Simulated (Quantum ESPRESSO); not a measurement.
# Mg (Im-3m): phonons by linear response, part 2 of 3

How does Mg (Im-3m) vibrate, and is this structure a minimum?

Quantum ESPRESSO 7.5; DFT LDA, scalar-relativistic, plane waves, PseudoDojo norm-conserving pseudopotentials.

So far. Step 2 (A probe with smearing): No gap opens on this mesh, so smearing is kept; the start stands at -1.2 GPa. Step 4 (Self-consistent run for the response): The cell stands at 0.047 GPa, close enough for phonons. The relaxed cell has a = 3.510 Å (conventional setting).

This is not the structure that Mg takes at ambient pressure and room temperature (hexagonal, No. 194); it is a model or a phase of other conditions.

## Step 5: Linear response on the mesh

Linear response treats each wavevector in the unit cell, with no supercell; the 4×4×4 mesh fixes the range of the force constants to be had.

File ph.in:

```
phonons
&inputph
   prefix = 'x'
   outdir = './tmp'
   fildyn = 'x.dyn'
   tr2_ph = 1.0d-18
   alpha_mix(1) = 0.4
   nmix_ph = 8
   ldisp = .true.
   nq1 = 4
   nq2 = 4
   nq3 = 4
/
```

On the command line:

```console
$ OMP_NUM_THREADS=1 mpirun -n 4 ph.x -nk 4 -in ph.in > ph.out
```

Log:

```text
[banners, grids, parts of the stress and lines that vanish by symmetry left out]
[banner, memory and clock lines left out]
Program PHONON v.7.5

     ./tmp/x.save/

     IMPORTANT: XC functional enforced from input :
     Exchange-correlation= PW
                           (   1   4   0   0   0   0   0)
     Any further DFT definition will be discarded
     Please, verify this is what you really want

     G-vector sticks info

     Reading collected, re-writing distributed wavefunctions in ./tmp/

     Dynamical matrices for ( 4, 4, 4)  uniform grid of q-points
     (   8 q-points):
       N         xq(1)         xq(2)         xq(3)
       1   0.000000000   0.000000000   0.000000000
       2   0.000000000  -0.250000000   0.250000000
       3   0.000000000   0.500000000  -0.500000000
       4  -0.250000000   0.750000000  -0.500000000
[...]
Number and degeneracy of irreps per q-point
       N         xq(1)         xq(2)         xq(3)   N irreps
       1   0.000000000   0.000000000   0.000000000       1
        3
       2   0.000000000  -0.250000000   0.250000000       3
     No degeneracy
       3   0.000000000   0.500000000  -0.500000000       3
     No degeneracy
       4  -0.250000000   0.750000000  -0.500000000       3
     No degeneracy
       5   0.000000000   0.000000000   0.500000000       2
        1   2
       6   0.000000000   0.750000000  -0.250000000       3
     No degeneracy
       7   0.500000000  -0.500000000   0.500000000       1
        3
       8   0.000000000   0.000000000  -1.000000000       1
        3

     Calculation of q =    0.0000000   0.0000000   0.0000000

     phonons

     bravais-lattice index     =            3
     lattice parameter (alat)  =       6.6337  a.u.
     unit-cell volume          =     145.9633 (a.u.)^3
     number of atoms/cell      =            1
     number of atomic types    =            1
     kinetic-energy cut-off    =      92.0000  Ry
     charge density cut-off    =     368.0000  Ry
     convergence threshold     =      1.0E-18
     beta                      =       0.4000
     number of iterations used =            8
     Exchange-correlation= PW
                           (   1   4   0   0   0   0   0)

     celldm(1)=    6.63373  celldm(2)=    0.00000  celldm(3)=    0.00000
     celldm(4)=    0.00000  celldm(5)=    0.00000  celldm(6)=    0.00000

     crystal axes: (cart. coord. in units of alat)
               a(1) = (  0.5000  0.5000  0.5000 )
               a(2) = ( -0.5000  0.5000  0.5000 )
               a(3) = ( -0.5000 -0.5000  0.5000 )

     reciprocal axes: (cart. coord. in units 2 pi/alat)
               b(1) = (  1.0000  0.0000  1.0000 )
               b(2) = ( -1.0000  1.0000  0.0000 )
               b(3) = (  0.0000 -1.0000  1.0000 )

     Atoms inside the unit cell:

     Cartesian axes

     site n.  atom      mass           positions (alat units)
        1  Mg     24.3050   tau(    1) = (    0.00000    0.00000    0.00000  )

     Computing dynamical matrix for
                    q = (   0.0000000   0.0000000   0.0000000 )

     49 Sym.Ops. (with q -> -q+G )

     G cutoff =  410.2077  (  17549 G-vectors)     FFT grid: ( 36, 36, 36)

     number of k points=   145  Marzari-Vanderbilt smearing, width (Ry)=  0.0200

     PseudoPot. # 1 for Mg read from file:
     ./pseudo/Mg.upf
     Pseudo is Norm-conserving, Zval = 10.0

     Mode symmetry, O_h (m-3m)  point group:

     Atomic displacements:
     There are    1 irreducible representations

     Representation     1      3 modes -  To be done

     Alpha used in Ewald sum =   2.8000

     Representation #   1 modes #   1   2   3

     Self-consistent Calculation
      iter #   1   av.it.:   7.5
      thresh= 1.000E-02 alpha_mix =  0.400 |ddv_scf|^2 =  3.880E-06
      iter #   2   av.it.:   9.7
      thresh= 1.970E-04 alpha_mix =  0.400 |ddv_scf|^2 =  7.966E-07
      iter #   3   av.it.:  10.4
      thresh= 8.925E-05 alpha_mix =  0.400 |ddv_scf|^2 =  1.699E-10
      iter #   4   av.it.:   9.1
      thresh= 1.303E-06 alpha_mix =  0.400 |ddv_scf|^2 =  3.126E-11
[...]
End of self-consistent calculation

     Convergence has been achieved

     Number of q in the star =    1
     List of q in the star:
[...]
Diagonalizing the dynamical matrix

     q = (    0.000000000   0.000000000   0.000000000 )

 **************************************************************************
     freq (    1) =       0.172678 [THz] =       5.759905 [cm-1]
     freq (    2) =       0.172678 [THz] =       5.759905 [cm-1]
     freq (    3) =       0.172678 [THz] =       5.759905 [cm-1]
 **************************************************************************

     Mode symmetry, O_h (m-3m)  point group:

     freq (   1-   3) =          5.8  [cm-1]   --> T_1u G_15  G_4- I

     Calculation of q =    0.0000000  -0.2500000   0.2500000
     [... set-up and bands at k+q left out ...]

     Mode symmetry, C_2v (mm2)  point group:

     Atomic displacements:
     There are    3 irreducible representations

     Representation     1      1 modes -  To be done

     Representation     2      1 modes -  To be done

     Representation     3      1 modes -  To be done

     Message from routine init_vloc:
     Interpolation table for Vloc re-allocated

     Alpha used in Ewald sum =   2.8000

     Representation #   1 mode #   1

     Self-consistent Calculation

[...]
[... iterations left out ...]
[...]
End of self-consistent calculation

     Convergence has been achieved

     Representation #   2 mode #   2

     Self-consistent Calculation

[...]
[... iterations left out ...]
[...]
End of self-consistent calculation

     Convergence has been achieved

     Representation #   3 mode #   3

     Self-consistent Calculation

[...]
[... iterations left out ...]
[...]
End of self-consistent calculation

     Convergence has been achieved

     Number of q in the star =   12
     List of q in the star:
[...]
Diagonalizing the dynamical matrix

     q = (    0.000000000  -0.250000000   0.250000000 )

 **************************************************************************
     freq (    1) =      -0.509435 [THz] =     -16.992926 [cm-1]
     freq (    2) =       3.995371 [THz] =     133.271222 [cm-1]
     freq (    3) =       5.546106 [THz] =     184.998180 [cm-1]
 **************************************************************************

     Mode symmetry, C_2v (mm2)  point group:

     freq (   1-   1) =        -17.0  [cm-1]   --> B_1  D_3  S_3
     freq (   2-   2) =        133.3  [cm-1]   --> B_2  D_4  S_4
     freq (   3-   3) =        185.0  [cm-1]   --> A_1  D_1  S_1

     Calculation of q =    0.0000000   0.5000000  -0.5000000
     [... set-up and bands at k+q left out ...]

     Mode symmetry, D_2h (mmm)  point group:

     Atomic displacements:
     There are    3 irreducible representations

[...]
Alpha used in Ewald sum =   2.8000

     Representation #   1 mode #   1

[...]
[... iterations left out ...]
[...]
Convergence has been achieved

[...]
Convergence has been achieved

[...]
Convergence has been achieved

     Number of q in the star =    6
     List of q in the star:
[...]
Diagonalizing the dynamical matrix

     q = (    0.000000000   0.500000000  -0.500000000 )

[...]
freq (    1) =      -1.043989 [THz] =     -34.823722 [cm-1]
     freq (    2) =       5.618397 [THz] =     187.409561 [cm-1]
     freq (    3) =       7.770256 [THz] =     259.187857 [cm-1]
[...]
Mode symmetry, D_2h (mmm)  point group:

     freq (   1-   1) =        -34.8  [cm-1]   --> B_2u
     freq (   2-   2) =        187.4  [cm-1]   --> B_1u
     freq (   3-   3) =        259.2  [cm-1]   --> B_3u

     Calculation of q =   -0.2500000   0.7500000  -0.5000000
     [... set-up and bands at k+q left out ...]

     Mode symmetry, C_s (m)     point group:

     Atomic displacements:
     There are    3 irreducible representations

[...]
Alpha used in Ewald sum =   2.8000

[...]
Convergence has been achieved

[...]
Convergence has been achieved

[...]
Convergence has been achieved

     Number of q in the star =   24
     List of q in the star:
[...]
Diagonalizing the dynamical matrix

     q = (   -0.250000000   0.750000000  -0.500000000 )

[...]
freq (    1) =       2.908838 [THz] =      97.028395 [cm-1]
     freq (    2) =       5.282308 [THz] =     176.198837 [cm-1]
     freq (    3) =       7.123245 [THz] =     237.605874 [cm-1]
[...]
Mode symmetry, C_s (m)     point group:

     freq (   1-   1) =         97.0  [cm-1]   --> A'
     freq (   2-   2) =        176.2  [cm-1]   --> A''
     freq (   3-   3) =        237.6  [cm-1]   --> A'

     Calculation of q =    0.0000000   0.0000000   0.5000000
     [... set-up and bands at k+q left out ...]

     Mode symmetry, C_4v (4mm)  point group:

     Atomic displacements:
     There are    2 irreducible representations

[...]
Alpha used in Ewald sum =   2.8000

[...]
Convergence has been achieved

     Representation #   2 modes #   2   3

[...]
Convergence has been achieved

     Number of q in the star =    6
     List of q in the star:
[...]
Diagonalizing the dynamical matrix

     q = (    0.000000000   0.000000000   0.500000000 )

[...]
freq (    1) =       5.223702 [THz] =     174.243935 [cm-1]
     freq (    2) =       5.223702 [THz] =     174.243935 [cm-1]
     freq (    3) =       5.339572 [THz] =     178.108942 [cm-1]
[...]
Mode symmetry, C_4v (4mm)  point group:

     freq (   1-   2) =        174.2  [cm-1]   --> E    G_5 D_5
     freq (   3-   3) =        178.1  [cm-1]   --> A_1  G_1 D_1

     Calculation of q =    0.0000000   0.7500000  -0.2500000
     [... set-up and bands at k+q left out ...]

     Mode symmetry, C_2v (mm2)  point group:

     Atomic displacements:
     There are    3 irreducible representations

[...]
Alpha used in Ewald sum =   2.8000

[...]
Convergence has been achieved

     Representation #   2 mode #   2

[...]
Convergence has been achieved

     Representation #   3 mode #   3

[...]
Convergence has been achieved

     Number of q in the star =   12
     List of q in the star:
[...]
Diagonalizing the dynamical matrix

     q = (    0.000000000   0.750000000  -0.250000000 )

[...]
freq (    1) =       5.206227 [THz] =     173.661050 [cm-1]
     freq (    2) =       6.416028 [THz] =     214.015659 [cm-1]
     freq (    3) =       7.498081 [THz] =     250.109049 [cm-1]
[...]
Mode symmetry, C_2v (mm2)  point group:

     freq (   1-   1) =        173.7  [cm-1]   --> A_1  D_1  S_1
     freq (   2-   2) =        214.0  [cm-1]   --> B_1  D_3  S_3
     freq (   3-   3) =        250.1  [cm-1]   --> B_2  D_4  S_4

     Calculation of q =    0.5000000  -0.5000000   0.5000000
     [... set-up and bands at k+q left out ...]

     Mode symmetry, T_d (-43m)  point group:

     Atomic displacements:
     There are    1 irreducible representations

     Representation     1      3 modes -  To be done

     Alpha used in Ewald sum =   2.8000

     Representation #   1 modes #   1   2   3

     Self-consistent Calculation

[...]
[... iterations left out ...]
[...]
End of self-consistent calculation

     Convergence has been achieved

     Number of q in the star =    2
     List of q in the star:
[...]
2   0.500000000  -0.500000000  -0.500000000

     Diagonalizing the dynamical matrix

     q = (    0.500000000  -0.500000000   0.500000000 )

[...]
freq (    1) =       5.392202 [THz] =     179.864499 [cm-1]
     freq (    2) =       5.392202 [THz] =     179.864499 [cm-1]
     freq (    3) =       5.392202 [THz] =     179.864499 [cm-1]
[...]
Mode symmetry, T_d (-43m)  point group:

     freq (   1-   3) =        179.9  [cm-1]   --> T_2  G_15 P_4

     Calculation of q =    0.0000000   0.0000000  -1.0000000
     [... set-up and bands at k+q left out ...]

     Mode symmetry, O_h (m-3m)  point group:

     Atomic displacements:
     There are    1 irreducible representations

     Representation     1      3 modes -  To be done

     Alpha used in Ewald sum =   2.8000

     Representation #   1 modes #   1   2   3

     Self-consistent Calculation

      iter #   1   av.it.:   7.6
      thresh= 1.000E-02 alpha_mix =  0.400 |ddv_scf|^2 =  9.034E-06

      [... iterations left out ...]
      iter #   9   av.it.:  10.0
      thresh= 1.082E-10 alpha_mix =  0.400 |ddv_scf|^2 =  6.117E-21

     End of self-consistent calculation

     Convergence has been achieved

     Number of q in the star =    1
     List of q in the star:
          1   0.000000000   0.000000000  -1.000000000

     Diagonalizing the dynamical matrix

     q = (    0.000000000   0.000000000  -1.000000000 )

 **************************************************************************
     freq (    1) =       7.266138 [THz] =     242.372279 [cm-1]
     freq (    2) =       7.266138 [THz] =     242.372279 [cm-1]
     freq (    3) =       7.266138 [THz] =     242.372279 [cm-1]
 **************************************************************************

     Mode symmetry, O_h (m-3m)  point group:

     freq (   1-   3) =        242.4  [cm-1]   --> T_1u G_15  G_4-


[key lines of the parts left out:]
the Fermi energy is     5.9513 ev
```

The job ended after 38 min (4 MPI ranks of Arm Neoverse V2, shared host).

This step gave:

```yaml
largest_acoustic_frequency_at_the_zone_centre_before_the_sum_rule: 5.76 cm⁻¹
lowest_mode_on_the_q_mesh_acoustic_ones_at_the_zone_centre_apart: -34.82 cm⁻¹
```

Frequencies (cm⁻¹) at each irreducible wavevector; negative means imaginary. Frequencies by wavevector:

```csv
q (fractions),star,mode 1,mode 2,mode 3
0 0 0,1,5.76,5.76,5.76
0 0 0.25,12,-16.99,133.3,185
0 0 -0.5,6,-34.82,187.4,259.2
0 0.25 -0.5,24,97.03,176.2,237.6
0.25 0.25 0.25,6,174.2,174.2,178.1
0.25 0.25 -0.5,12,173.7,214,250.1
0.25 -0.25 0.25,2,179.9,179.9,179.9
-0.5 -0.5 -0.5,1,242.4,242.4,242.4
```

The acoustic modes at Γ come out as far as 5.8 cm⁻¹ from zero, where they should vanish, a small numerical error.

## Step 6: Force constants in real space

The dynamical matrices of the mesh are Fourier-transformed to force constants in real space.

File q2r.in:

```
&input
   fildyn = 'x.dyn'
   zasr = 'simple'
   flfrc = 'x.fc'
/
```

On the command line:

```console
$ q2r.x < q2r.in > q2r.out
```

Log:

```text
[banners, grids, parts of the stress and lines that vanish by symmetry left out]
[banner, memory and clock lines left out]
Program Q2R v.7.5

  reading grid info from file x.dyn0

  reading force constants from file x.dyn1
  Dielectric Tensor not found
  nqs=            1
 q=   0.00000000  0.00000000  0.00000000
  reading force constants from file x.dyn2
  nqs=           12
 q=   0.00000000 -0.25000000  0.25000000
[...]
reading force constants from file x.dyn7
  nqs=            2
[...]
q=   0.50000000 -0.50000000 -0.50000000
  reading force constants from file x.dyn8
  nqs=            1
 q=   0.00000000  0.00000000 -1.00000000

      q-space grid ok, #points =   64

      fft-check success (sum of imaginary terms < 10^-12)
```

Wall time 0.46 s (1 thread).

## Step 7: Interpolated phonon bands

From the force constants any wavevector is cheap; points of the mesh come back as solved, but for the sum rule and, in polar crystals, the LO-TO term at Γ; the rest is interpolation.

File matdyn.in:

```
&input
   asr = 'simple'
   flfrc = 'x.fc'
   flfrq = 'x.freq'
   flvec = 'x.modes'
   q_in_band_form = .true.
   q_in_cryst_coord = .true.
/
8
  0.0000000   0.0000000   0.0000000  12  ! GAMMA
  0.5000000   0.5000000  -0.5000000  12  ! H
  0.5000000   0.0000000  -0.5000000  12  ! N
  0.0000000   0.0000000   0.0000000  12  ! GAMMA
  0.7500000   0.2500000  -0.2500000  12  ! P
  0.5000000   0.5000000  -0.5000000   1  ! H
  0.7500000   0.2500000  -0.2500000  12  ! P
  0.5000000   0.0000000  -0.5000000   1  ! N
```

On the command line:

```console
$ matdyn.x -in matdyn.in > matdyn.out
```

Log:

```text
[banner, memory and clock lines left out]
Program MATDYN v.7.5

 mass for atomic type   1 not given; uses mass from file x.fc
     Message from routine matdyn:
     Z* not found in file x.fc, TO-LO splitting at q=0 will be absent!
     Message from routine matdyn:
     Z* not found in file x.fc, TO-LO splitting at q=0 will be absent!

Note: The following floating-point exceptions are signalling: IEEE_UNDERFLOW_FLAG
```

The job ended after 0.46 s (1 thread).

This step gave:

```
lowest frequency on the path : -35.30 cm⁻¹
```

(Continued in part 3 of 3.)

[Host names and launcher messages were left out of these logs when they were recorded.]

[Logs are printed without paths, hosts, clocks, repeated set-up lines and the standing remarks that a program may print on its own settings, such as how far it seeks lower states.]

[Hosts, paths, dates, database ids (printed as entryN), source tags and the programs' standing remarks are cut or masked in the printed files.]
